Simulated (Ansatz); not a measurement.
# Resistivity from frozen vibrations: Al(111) with 4 thermally displaced layers, 2x2

Aim: the resistivity of Al at 800 K from frozen thermal displacements between perfect leads.

Calculated with Ansatz 0.2.0; Ansatz plane-wave DFT, PBE, PAW files; ballistic transport by layer matching (Landauer), zero bias; PAW set soft_1.

Most raw output is cut from this account.

**1. The structure**

The cell holds 40 atoms: 40 Al. Its edges and angles: a = 5.725 Å, b = 5.725 Å, c = 23.429 Å, α = 93.5°, β = 86.5°, γ = 120.0°. It derives from Al. Regions: lead, 24 atoms (24 Al); scattering region, 16 atoms (16 Al). The structure is stacked along c, and the current runs across the ab planes.

**2. With 4 displaced layers**

Each atom of 4 layers is moved at random, by amounts drawn from a normal law 0.1541 Å wide in each direction from the Debye model (428 K) at 800 K. The layers about the cell's end stay perfect and serve as the lead. Disorder leaves little or no symmetry, which makes such runs dear. Energies from -0.05 to 0.05 eV in steps of 0.05 eV are too few for the program's thermal sum, so it prints no conductance; for a metal the transmission near the Fermi level serves, at a fraction of the cost.

Input file input.yaml:

```yaml
crystal:
  lattice:
    - [5.7246940741, 0.0, 0.0]
    - [-2.862347037, 4.957730497, 0.0]
    - [1.4311735185, -0.8262884162, 23.3709656917]
  atoms:
    - { symbol: Al, position: [0.9916666667, 0.0083333333, 0.05] }
    - { symbol: Al, position: [0.9916666667, 0.5083333333, 0.05] }
    - { symbol: Al, position: [0.4916666667, 0.0083333333, 0.05] }
    - { symbol: Al, position: [0.4916666667, 0.5083333333, 0.05] }
    - { symbol: Al, position: [0.1416666667, 0.3583333333, 0.15] }
    - { symbol: Al, position: [0.1416666667, 0.8583333333, 0.15] }
    - { symbol: Al, position: [0.6416666667, 0.3583333333, 0.15] }
    - { symbol: Al, position: [0.6416666667, 0.8583333333, 0.15] }
[... 28 atom lines left out ...]
    - { symbol: Al, position: [0.8416666667, 0.1583333333, 0.95] }
    - { symbol: Al, position: [0.8416666667, 0.6583333333, 0.95] }
    - { symbol: Al, position: [0.3416666667, 0.1583333333, 0.95] }
    - { symbol: Al, position: [0.3416666667, 0.6583333333, 0.95] }
kpoints:
  mp_grid: { grid: [5, 5, 1] }
hamiltonian:
  xc: pbe
  pseudopotentials: { kind: paw, azcp: { folder: soft_1 } }
scf:
  occupations: { method: fermi_dirac, width: 0.1 }
output:
  transmission:
    leads: [[0, 4]]
    kmesh: [10, 10]
    e_range: [-0.05, 0.05]
    de: 0.05
  write_potential: true
  write_density: true
  volumetric_format: npy
```

Command:

```
$ ansatz run input.yaml --threads 4 --pin off --max-ram 15360MiB --backend cpu --events-out ev --progress --plain --runs-dir out
```

Wall time 6.6 min (4 threads of Arm Neoverse V1, shared host); peak memory 1.7 GiB.

This step gave:

- free energy: -21497.9186 eV
- energy at zero smearing: -21497.6052 eV
- Fermi energy: 7.912 eV
- cell area: 28.38 Å²
- transmission per spin nearest the Fermi level: 4.815
- open channels per spin nearest the Fermi level: 5.41
- step of the lead's potential: 7.4 meV

Per spin. The transmission, zone mean by energy, zero at the Fermi level:

```csv
energy (eV),"transmission, zone mean"
-0.0500,4.71
0.0000,4.81
0.0500,4.92
```

Per spin. The open channels, zone mean, lead by energy, zero at the Fermi level:

```csv
energy (eV),"open channels, zone mean, lead"
-0.0500,5.29
0.0000,5.41
0.0500,5.59
```

Transmission over k1 and k2. At 0.0000 eV from the Fermi level.

Ten even steps from '_' (2.93) to '@' (6.77):
```
====++..++++--__..__
::**--@@@@--++..::::
::::@@@@%%@@@@::..__
==**@@@@####%%@@++--
..====@@##@@##@@====
==--++@@%%####@@@@**
::__..::@@@@%%@@@@::
::::::..++--@@@@--**
==__..__--++++..++==
..--....--..--....--
```
Columns: k1 (b1) from -0.5 to 0.4; rows upwards: k2 (b2) from -0.5 to 0.4.

Open channels over k1 and k2. At 0.0000 eV from the Fermi level.

Values, 10 rows by 10 columns:
```
5.00 6.00 6.00 5.00 6.00 6.00 5.00 3.00 4.00 3.00
4.00 6.00 5.00 7.00 7.00 5.00 6.00 4.00 4.00 4.00
4.00 5.00 7.00 7.00 7.00 7.00 7.00 5.00 4.00 3.00
5.00 6.00 7.00 7.00 6.00 6.00 7.00 7.00 6.00 5.00
4.00 6.00 5.00 7.00 6.00 7.00 6.00 7.00 5.00 6.00
5.00 5.00 6.00 7.00 7.00 6.00 6.00 7.00 7.00 6.00
4.00 3.00 4.00 5.00 7.00 7.00 7.00 7.00 7.00 5.00
4.00 4.00 4.00 4.00 6.00 5.00 7.00 7.00 5.00 6.00
5.00 3.00 4.00 3.00 5.00 6.00 6.00 5.00 6.00 6.00
4.00 5.00 4.00 4.00 5.00 4.00 5.00 4.00 4.00 5.00
```
Columns: k1 (b1) from -0.5 to 0.4; rows upwards: k2 (b2) from -0.5 to 0.4.

Over the solved energies the transmission per spin lies between 4.71 and 4.92, out of 5.43 channels of the lead on average (up to 5.59).

**3. With 8 displaced layers**

Each atom of 8 layers is moved at random, by amounts drawn from a normal law 0.1541 Å wide in each direction from the Debye model (428 K) at 800 K. A fresh draw is used; the growth of the resistance with length is what counts.

System of this step: Al(111) with 8 thermally displaced layers, 2x2. The cell holds 56 atoms: 56 Al. Cell: a = 5.725 Å, b = 5.725 Å, c = 32.761 Å, α = 87.5°, β = 92.5°, γ = 120.0°. It derives from Al. Regions: lead, 24 atoms (24 Al); scattering region, 32 atoms (32 Al). The structure is stacked along c, and the current runs across the ab planes.

Input file input.yaml:

```yaml
crystal:
  lattice:
    - [5.7246940741, 0.0, 0.0]
    - [-2.862347037, 4.957730497, 0.0]
    - [-1.4311735185, 0.8262884162, 32.7193519684]
  atoms:
    - { symbol: Al, position: [0.005952381, 0.994047619, 0.0357142857] }
    - { symbol: Al, position: [0.005952381, 0.494047619, 0.0357142857] }
    - { symbol: Al, position: [0.505952381, 0.994047619, 0.0357142857] }
    - { symbol: Al, position: [0.505952381, 0.494047619, 0.0357142857] }
    - { symbol: Al, position: [0.1845238095, 0.3154761905, 0.1071428571] }
    - { symbol: Al, position: [0.1845238095, 0.8154761905, 0.1071428571] }
    - { symbol: Al, position: [0.6845238095, 0.3154761905, 0.1071428571] }
    - { symbol: Al, position: [0.6845238095, 0.8154761905, 0.1071428571] }
[... 44 atom lines left out ...]
    - { symbol: Al, position: [0.3273809524, 0.1726190476, 0.9642857143] }
    - { symbol: Al, position: [0.3273809524, 0.6726190476, 0.9642857143] }
    - { symbol: Al, position: [0.8273809524, 0.1726190476, 0.9642857143] }
    - { symbol: Al, position: [0.8273809524, 0.6726190476, 0.9642857143] }
kpoints:
  mp_grid: { grid: [5, 5, 1] }
hamiltonian:
  xc: pbe
  pseudopotentials: { kind: paw, azcp: { folder: soft_1 } }
scf:
  occupations: { method: fermi_dirac, width: 0.1 }
output:
  transmission:
    leads: [[0, 4]]
    kmesh: [10, 10]
    e_range: [-0.05, 0.05]
    de: 0.05
  write_potential: true
  write_density: true
  volumetric_format: npy
```

Run time: 9.5 min. Hardware: 4 threads; peak memory 3.1 GiB; 31 min of CPU time.

This step gave:

| Item | Value |
| --- | --- |
| free energy | -30094.6068 eV |
| energy at zero smearing | -30094.1697 eV |
| Fermi energy | 7.908 eV |
| transmission per spin nearest the Fermi level | 4.316 |
| open channels per spin nearest the Fermi level | 5.53 |
| step of the lead's potential | 7 meV |

Per spin. The transmission, zone mean by energy, zero at the Fermi level:

```csv
energy (eV),"transmission, zone mean"
-0.0500,4.15
0.0000,4.32
0.0500,4.32
```

Over the solved energies the transmission per spin lies between 4.15 and 4.32, out of 5.47 channels of the lead on average (up to 5.59).

**4. With 12 displaced layers**

Each atom of 12 layers is moved at random, by amounts drawn from a normal law 0.1541 Å wide in each direction from the Debye model (428 K) at 800 K. A fresh draw is used; the growth of the resistance with length is what counts.

System of this step: Al(111) with 12 thermally displaced layers, 2x2. The cell holds 72 atoms: 72 Al. Cell: a = 5.725 Å, b = 5.725 Å, c = 42.068 Å, α = 90.0°, β = 90.0°, γ = 120.0°. It derives from Al. Regions: lead, 24 atoms (24 Al); scattering region, 48 atoms (48 Al). The structure is stacked along c, and the current runs across the ab planes.

Input file input.yaml:

```yaml
crystal:
  lattice:
    - [5.7246940741, 0.0, 0.0]
    - [-2.862347037, 4.957730497, 0.0]
    - [0.0, 0.0, 42.0677382451]
  atoms:
    - { symbol: Al, position: [0.0, 0.0, 0.0277777778] }
    - { symbol: Al, position: [0.0, 0.5, 0.0277777778] }
    - { symbol: Al, position: [0.5, 0.0, 0.0277777778] }
    - { symbol: Al, position: [0.5, 0.5, 0.0277777778] }
    - { symbol: Al, position: [0.1666666667, 0.3333333333, 0.0833333333] }
    - { symbol: Al, position: [0.1666666667, 0.8333333333, 0.0833333333] }
    - { symbol: Al, position: [0.6666666667, 0.3333333333, 0.0833333333] }
    - { symbol: Al, position: [0.6666666667, 0.8333333333, 0.0833333333] }
[... 60 atom lines left out ...]
    - { symbol: Al, position: [0.3333333333, 0.1666666667, 0.9722222222] }
    - { symbol: Al, position: [0.3333333333, 0.6666666667, 0.9722222222] }
    - { symbol: Al, position: [0.8333333333, 0.1666666667, 0.9722222222] }
    - { symbol: Al, position: [0.8333333333, 0.6666666667, 0.9722222222] }
kpoints:
  mp_grid: { grid: [5, 5, 1] }
hamiltonian:
  xc: pbe
  pseudopotentials: { kind: paw, azcp: { folder: soft_1 } }
scf:
  occupations: { method: fermi_dirac, width: 0.1 }
output:
  transmission:
    leads: [[0, 4]]
    kmesh: [10, 10]
    e_range: [-0.05, 0.05]
    de: 0.05
  write_potential: true
  write_density: true
  volumetric_format: npy
```

Run time: 13 min. Hardware: 4 threads; peak memory 4.8 GiB.

Numbers from this step:

```
free energy                                    : -38693.3658 eV
energy at zero smearing                        : -38692.7939 eV
Fermi energy                                   : 7.914 eV
transmission per spin nearest the Fermi level  : 3.908
open channels per spin nearest the Fermi level : 5.59
step of the lead's potential                   : 5.5 meV
```

Per spin. Table of transmission, zone mean by energy, zero at the Fermi level:

```csv
energy (eV),"transmission, zone mean"
-0.0500,3.71
0.0000,3.91
0.0500,3.92
```

Over the solved energies the transmission per spin lies between 3.71 and 3.92, out of 5.47 channels of the lead on average (up to 5.59).

**5. Resistance against length**

This step: Ansatz plane-wave DFT, PBE, PAW files; ballistic transport by layer matching (Landauer), zero bias; resistivity from the slope of the area resistance; PAW set soft_1 (Ansatz 0.2.0).

Numbers from this step:

| Property | Result |
| --- | --- |
| resistivity | 10.51 µΩ cm |
| intercept | -0.01021 fΩ m² |
| scatter about the fit | 0.002724 fΩ m² |

Resistance, by row:

```csv
run,length (Å),T,channels N,RA (fΩ m²)
n4,9.348,4.815,5.43,0.08609
n8,18.7,4.261,5.47,0.1901
n12,28.05,3.847,5.47,0.2825
```

Table of area resistance by length of the displaced region:

```csv
length of the displaced region (Å),area resistance (fΩ m²)
9.35,0.0861
18.70,0.190
28.05,0.283
```

The area resistance goes from 0.086 to 0.28 fΩ m² between 9.3 and 28.0 Å, a slope of 11 µΩ cm.

By hand from the end points: (0.2825 − 0.08609) fΩ m² / (28.05 − 9.35) Å = 11 µΩ cm, since 1 fΩ m² per Å is 1000 µΩ cm.

**6. Results**

* resistivity from the slope: 10.5 µΩ cm
* area resistance over 9.35 Å: 0.0861 fΩ m²
* area resistance over 18.7 Å: 0.190 fΩ m²
* area resistance over 28.0 Å: 0.283 fΩ m²

The slope gives 11 µΩ cm. The points scatter by 0.0027 fΩ m² about the line, with one random draw a length in a 2x2 cell, so the slope is a rough value. The mean square of the displacements drawn is 0.75, 0.94 and 0.81 of the nominal one at the three lengths; with each resistance scaled back by that, the slope is 13 µΩ cm, the value used below. Read with a model of isotropic scattering on a spherical Fermi surface and the lead's 1.5×10¹⁵ S/m², this slope means a mean free path near 43 Å; over these lengths the model's slope is 1.06 times its bulk resistivity, which would be 12 µΩ cm. Uncorrelated displacements put too much weight on short waves, which scatter strongly; with the sideways repeat of a small cell, one draw and three short lengths, the method is good to a factor of two or three.

[Logs are printed without paths, hosts, clocks, repeated set-up lines and the standing remarks that a program may print on its own settings, such as how far it seeks lower states.]

[Hosts, paths, dates, database ids (printed as entryN), source tags and the programs' standing remarks are cut or masked in the printed files.]
